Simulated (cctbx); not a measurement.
# Accept or mend?

Cell a = 7.5970 Å, b = 14.8000 Å, c = 7.7710 Å, α = 90.00°, β = 90.00°, γ = 90.00°; space group Pnma (no. 62).

Simulated single-crystal data (cctbx): synchrotron X-rays, λ = 0.7749 Å, to d = 0.84 Å, 80 % of the full sphere, strongest reflection 70000 counts, noise from counting, a 2 % proportional error and a noise floor of 2 counts (s.d.); no absorption.

An anisotropic refinement with weights 1/σ² prints:

```text
Rint 0.018, 62 unique reflections to 2.00 A
cycle     R1     wR2    GooF  max shift (A)
   1  0.0060  0.0132   1.741   0.00272
   2  0.0039  0.0073   0.962   0.00015
final R1 0.0039 wR2 0.0073 GooF 0.962  parameters 45  data/parameter 1.4
atom        x        y        z      Ueq    occ   su(xyz)  su(Uiso or U11)
Pt1    0.04806  0.25000  0.88462   0.0048  1.000  0.00018  0.0019
Pt2    0.18729  0.46314  0.53177   0.0064  1.000  0.00013  0.0016
Sm1    0.68833  0.25000  0.01445   0.0054  1.000  0.00025  0.0031
Sm2    0.99342  0.59356  0.81536   0.0070  1.000  0.00021  0.0027
Sm3    0.15444  0.62306  0.32650   0.0045  1.000  0.00020  0.0026
Mo1    0.82267  0.25000  0.35765   0.0094  1.000  0.00041  0.0044
difference map: max 0.13 min -0.13 rms 0.04
Q1    0.1614  0.1531  0.0072    8    0.14  1.92 A from Pt1
Q2    0.1762  0.6180  0.8768    8    0.11  1.51 A from Sm2
Q3    0.1771  0.6659  0.1126    8    0.08  1.79 A from Sm3
Q4    0.0088  0.1288  0.5914    8    0.08  1.40 A from Sm3
Q5    0.1582  0.5320  0.0995    8    0.08  1.29 A from Pt2
Q6    0.0000  0.2500  0.4375    4    0.06  1.48 A from Sm1
```

Q: Accept it or mend it, and why?

Mend it. The fault: data cut at low resolution. Against the right model at the same level, R1 goes from 0.0058 to 0.0039 and GooF from 0.91 to 0.96. The atoms are right, but there are too few data for the parameters: R1 flatters and the s.u.s grow. Data per parameter fall from 17.8 to 1.4.

The compound is Sm5MoPt3. The right model at the same level gives:

```text
Rint 0.019, 800 unique reflections to 0.84 A
cycle     R1     wR2    GooF  max shift (A)
   1  0.0097  0.0253   1.717   0.00035
   2  0.0058  0.0134   0.906   0.00000
final R1 0.0058 wR2 0.0134 GooF 0.906  parameters 45  data/parameter 17.8
atom        x        y        z      Ueq    occ   su(xyz)  su(Uiso or U11)
Pt1    0.04801  0.25000  0.88452   0.0046  1.000  0.00002  0.0001
Pt2    0.18730  0.46310  0.53179   0.0063  1.000  0.00001  0.0001
Sm1    0.68836  0.25000  0.01457   0.0055  1.000  0.00003  0.0001
Sm2    0.99321  0.59339  0.81533   0.0071  1.000  0.00002  0.0001
Sm3    0.15477  0.62302  0.32652   0.0051  1.000  0.00002  0.0001
Mo1    0.82292  0.25000  0.35792   0.0084  1.000  0.00004  0.0002
difference map: max 0.57 min -0.46 rms 0.12
Q1    0.1741  0.7500  0.7767    4    0.57  1.05 A from Mo1
Q2    0.1734  0.2500  0.1696    4    0.52  1.16 A from Mo1
Q3    0.0103  0.1033  0.5101    8    0.52  1.67 A from Pt2
Q4    0.1673  0.0525  0.0717    8    0.52  1.62 A from Sm2
Q5    0.0250  0.6358  0.3209    8    0.49  1.00 A from Sm3
Q6    0.1751  0.5628  0.1347    8    0.41  1.37 A from Pt2
```

The model was made for the exercise: a known structure type with other elements put in, its volume estimated, not relaxed; displacement parameters are assumed.

[Middle refinement cycles are left out of these outputs.]

[Logs are printed without paths, hosts, clocks, repeated set-up lines and the standing remarks that a program may print on its own settings, such as how far it seeks lower states.]
